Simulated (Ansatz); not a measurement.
# linear Na chain: one chain at several levels of theory, part 2 of 2

Aim: how far do the period, the moment and the conductance of the linear Na chain depend on the functional, the datasets and spin-orbit coupling, and at what cost?

Ansatz 0.2.0; DFT PBE, plane waves, PAW; relaxation of a chain's period (the session's first sound run).

So far, conductance of the lead as this run defines it (G₀): 1.000 in steps 3, 5, 7 and 9.

**11. Relaxation of atoms and period, cutoff 1197.3 eV**

This step: DFT PBE, plane waves, norm-conserving; relaxation of a chain's period (Ansatz 0.2.0).

The same functional on other atomic datasets tests how far the result hangs on the treatment of the cores. Against the first PBE run of this kind, the cutoff is 1197.3 eV against 420.

File input.yaml:

```yaml
crystal:
  lattice:
    - [7.5, 0.0, 0.0]
    - [0.0, 7.5, 0.0]
    - [0.0, 0.0, 3.0876]
  atoms:
    - { symbol: Na, position: [0.5, 0.5, 0.0], spin: 0.5 }
magnetization:
  spin_polarized: true
kpoints:
  mp_grid: { grid: [1, 1, 26] }
scf:
  occupations: { method: fermi_dirac, width: 0.05 }
hamiltonian:
  xc: pbe
  pseudopotentials: { kind: nc }
relax:
  cell: { fix: [a, b, alpha, beta, gamma] }
  max_steps: 60
```

Started as:

```console
ansatz run input.yaml --threads 4 --pin off --max-ram 8192MiB --backend cpu --events-out ev --progress --plain --runs-dir out
```

Run time: 61 s. Hardware: 4 threads of AMD EPYC 7R43, shared host; peak memory 0.77 GiB; 1.7 min of CPU time.

The cell's length comes to 3.347 Å, -0.7 % against the first run, with no moment.

**12. Relaxing the period**

This step: DFT PBE, plane waves, PAW; relaxation of a chain's period (Ansatz 0.2.0).

No moment formed, so a run without spin should agree; this checks it and saves time.

input.yaml, the sections that differ from step 11:

```yaml
crystal:
  lattice:
    - [7.5, 0.0, 0.0]
    - [0.0, 7.5, 0.0]
    - [0.0, 0.0, 3.0876]
  atoms:
    - { symbol: Na, position: [0.5, 0.5, 0.0] }
hamiltonian:
  xc: pbe
# kpoints, scf, relax: as in step 11
# magnetization: removed
```

Elapsed: 10 s, on 4 threads; peak memory 0.4 GiB.

The cell's length comes to 3.370 Å, -0.0 % against the first run, with spin left out.

**13. Comparing the runs**

Times are for 4 threads of AMD EPYC 7R43, shared host. The runs compared:

| no. | level | cell length along the wire (Å) | time | memory (GiB) |
| --- | --- | --- | --- | --- |
| 1 | PBE | 3.370 | 10 s | 0.43 |
| 2 | LDA | 3.260 | 14 s | 0.35 |
| 3 | r2SCAN | 3.453 | 2.1 min | 0.84 |
| 4 | PBEsol | 3.370 | 26 s | 0.42 |
| 5 | PBE, NC files | 3.347 | 61 s | 0.77 |
| 6 | PBE, no spin | 3.370 | 10 s | 0.4 |

**14. With spin-orbit coupling**

This step: DFT PBE, plane waves, fully relativistic PAW; channels of a perfect chain with spin-orbit coupling (Ansatz 0.2.0).

Spin-orbit coupling mixes the spins and splits bands that cross or touch without it, so it can open or close channels. Fully relativistic datasets take the place of the scalar ones. The window is narrow, since spinor matrices are twice as large.

File input.yaml:

```yaml
crystal:
  lattice:
    - [7.5, 0.0, 0.0]
    - [0.0, 7.5, 0.0]
    - [0.0, 0.0, 3.3696131931]
  atoms:
    - { symbol: Na, position: [0.5, 0.5, 0.0] }
kpoints:
  mp_grid: { grid: [1, 1, 24] }
  band_path: { path: ["Γ", Z], npoints: 60 }
scf:
  occupations: { method: fermi_dirac, width: 0.05 }
hamiltonian:
  xc: pbe
  pseudopotentials: { kind: paw_fr }
output:
  transmission:
    e_range: [-0.42, 0.42]
    de: 0.035
    kmesh: [1, 1]
    reduced_basis: false
    leads: [[0, 0]]
magnetization:
  noncollinear: true
  spin_orbit: true
```

Run time: 9.5 min. Hardware: 4 threads; peak memory 5.4 GiB; 19 min of CPU time.

This step gave:

- energy at zero smearing: -1485.9658 eV
- channels at the energy nearest the Fermi level, both spins: 2

The open channels of the lead, both spins stays at 2 for energy from -0.42 to 0.42 eV.

The slowest values at each energy, most degenerate partners merged, listed up to 1.5 1/Å. The Im kz of the slowest decaying states by energy, zero at the Fermi level:

| energy (eV) | decay 1 = decay 2 (Å⁻¹) | decay 3 (Å⁻¹) | decay 4 (Å⁻¹) |
| --- | --- | --- | --- |
| -0.420 | 0.854 | 0.919 | 0.997 |
| -0.385 | 0.848 | 0.915 | 0.992 |
| -0.350 | 0.842 | 0.910 | 0.988 |
| -0.315 | 0.837 | 0.905 | 0.983 |
| -0.245 | 0.825 | 0.895 | 0.973 |
| -0.210 | 0.819 | 0.891 | 0.969 |
| -0.175 | 0.813 | 0.886 | 0.964 |
| -0.140 | 0.807 | 0.881 | 0.959 |
| -0.105 | 0.801 | 0.876 | 0.954 |
| -0.070 | 0.795 | 0.871 | 0.950 |
| -0.035 | 0.789 | 0.866 | 0.945 |
| 0.000 | 0.783 | 0.861 | 0.940 |
| 0.035 | 0.777 | 0.856 | 0.935 |
| 0.070 | 0.771 | 0.851 | 0.930 |
| 0.105 | 0.764 | 0.845 | 0.925 |
| 0.140 | 0.758 | 0.840 | 0.920 |
| 0.175 | 0.752 | 0.835 | 0.915 |
| 0.210 | 0.745 | 0.830 | 0.910 |
| 0.245 | 0.739 | 0.824 | 0.905 |
| 0.315 | 0.726 | 0.814 | 0.895 |
| 0.350 | 0.719 | 0.808 | 0.890 |
| 0.385 | 0.712 | 0.803 | 0.884 |
| 0.420 | 0.706 | 0.797 | 0.879 |

The electronic bands at the labelled points (eV, zero at the Fermi level):

| point | band 9 | band 10 | band 11 | band 12 | band 13 | band 14 | band 15 | band 16 |
| --- | --- | --- | --- | --- | --- | --- | --- | --- |
| Γ | -0.84 | -0.84 | 2.23 | 2.23 | 2.24 | 2.24 | 2.90 | 2.90 |
| halfway | 0.00 | 0.00 | 3.03 | 3.03 | 3.03 | 3.03 | 3.70 | 3.70 |
| Z | 2.12 | 2.12 | 2.84 | 2.84 | 5.38 | 5.38 | 5.38 | 5.38 |

At the computed energy nearest the Fermi level there are 2 spinor channels, and the thermal average gives 1.000 G₀.

**15. The same system on other settings**

This step: DFT PBE, plane waves, PAW; channels and complex bands of a perfect chain; changed: basis.ecutwfc = "400 eV", magnetization = {"spin_polarized": true}, scf.lower_state_search = "off" (Ansatz 0.2.0).

The atoms of the run on the perfect lead (PBE) are kept and the input is varied, to see whether the result depends on it. The ELF is not written this time.

File input.yaml:

```yaml
crystal:
  lattice:
    - [7.5, 0.0, 0.0]
    - [0.0, 7.5, 0.0]
    - [0.0, 0.0, 3.3696131931]
  atoms:
    - { symbol: Na, position: [0.5, 0.5, 0.0], spin: 0.2 }
kpoints:
  mp_grid: { grid: [1, 1, 24] }
  band_path: { path: ["Γ", Z], npoints: 60 }
scf:
  occupations: { method: fermi_dirac, width: 0.05 }
  lower_state_search: "off"
hamiltonian:
  xc: pbe
output:
  transmission:
    e_range: [-2, 2]
    de: 0.035
    kmesh: [1, 1]
    reduced_basis: true
    leads: [[0, 0]]
  dos: { projected: true, e_range: [-6, 4] }
  write_potential: true
  write_density: true
  volumetric_format: npy
basis:
  ecutwfc: "400 eV"
magnetization:
  spin_polarized: true
```

Wall time 28 s (4 threads); peak memory 0.42 GiB.

This step gave:

```
energy at zero smearing                                   : -1485.9433 eV
channels at the energy nearest the Fermi level, spin up   : 1
channels at the energy nearest the Fermi level, spin down : 1
```

The open channels of the lead by energy, zero at the Fermi level:

| energy (eV) | spin up | spin down |
| --- | --- | --- |
| -0.915 | 0 | 0 |
| -0.810 | 1 | 1 |
| -0.705 | 1 | 1 |
| -0.600 | 1 | 1 |
| -0.495 | 1 | 1 |
| -0.390 | 1 | 1 |
| -0.285 | 1 | 1 |
| -0.215 | 1 | 1 |
| -0.110 | 1 | 1 |
| -0.005 | 1 | 1 |
| 0.100 | 1 | 1 |
| 0.205 | 1 | 1 |
| 0.310 | 1 | 1 |
| 0.415 | 1 | 1 |
| 0.485 | 1 | 1 |
| 0.590 | 1 | 1 |
| 0.695 | 1 | 1 |
| 0.800 | 1 | 1 |
| 0.905 | 1 | 1 |
| 1.010 | 1 | 1 |
| 1.115 | 1 | 1 |
| 1.185 | 1 | 1 |
| 1.290 | 1 | 1 |
| 1.395 | 1 | 1 |
| 1.500 | 1 | 1 |
| 1.605 | 1 | 1 |
| 1.710 | 1 | 1 |
| 1.815 | 1 | 1 |
| 1.885 | 1 | 1 |

It took 28 s against 17 s for the run it varies, and the conductance is 1.000 G₀ against 1.000 G₀.

The conductance of the lead as this run defines it stays within 0.2 % plus 0.001 of the run it varies.

**16. Outcome**

| Property | Result |
| --- | --- |
| cell length, PBE | 3.370 Å |
| cell length, LDA | 3.260 Å |
| cell length, r2SCAN | 3.453 Å |
| cell length, PBEsol | 3.370 Å |
| cell length, PBE, NC files | 3.347 Å |
| cell length, PBE, no spin | 3.370 Å |
| conductance, PBE | 1.000 G₀ |
| conductance, LDA | 1.000 G₀ |
| conductance, r2SCAN | 1.000 G₀ |
| conductance, PBEsol | 1.000 G₀ |
| conductance, with spin-orbit coupling | 1.000 G₀ |

**Reading.** Under PBE the cell's length is 3.37 Å, no moment survives, and it is a metal with 1 channel a spin next to the Fermi level, 1.000 G₀ at 300 K. The cell's length spans 5.9 % over the functionals, shortest under LDA and longest under r2SCAN. A perfect wire passes every open channel, so the conductance counts half a G₀ for each forward-moving state at the Fermi level, spin by spin. Transport is coherent and elastic here: the atoms are frozen, so scattering by vibrations plays no part. The lead's cell of one atom keeps the chain straight and evenly spaced; a zigzag or dimerised form may lie lower.

[Logs are printed without paths, hosts, clocks, repeated set-up lines and the standing remarks that a program may print on its own settings, such as how far it seeks lower states.]

[Hosts, paths, dates, database ids (printed as entryN), source tags and the programs' standing remarks are cut or masked in the printed files.]
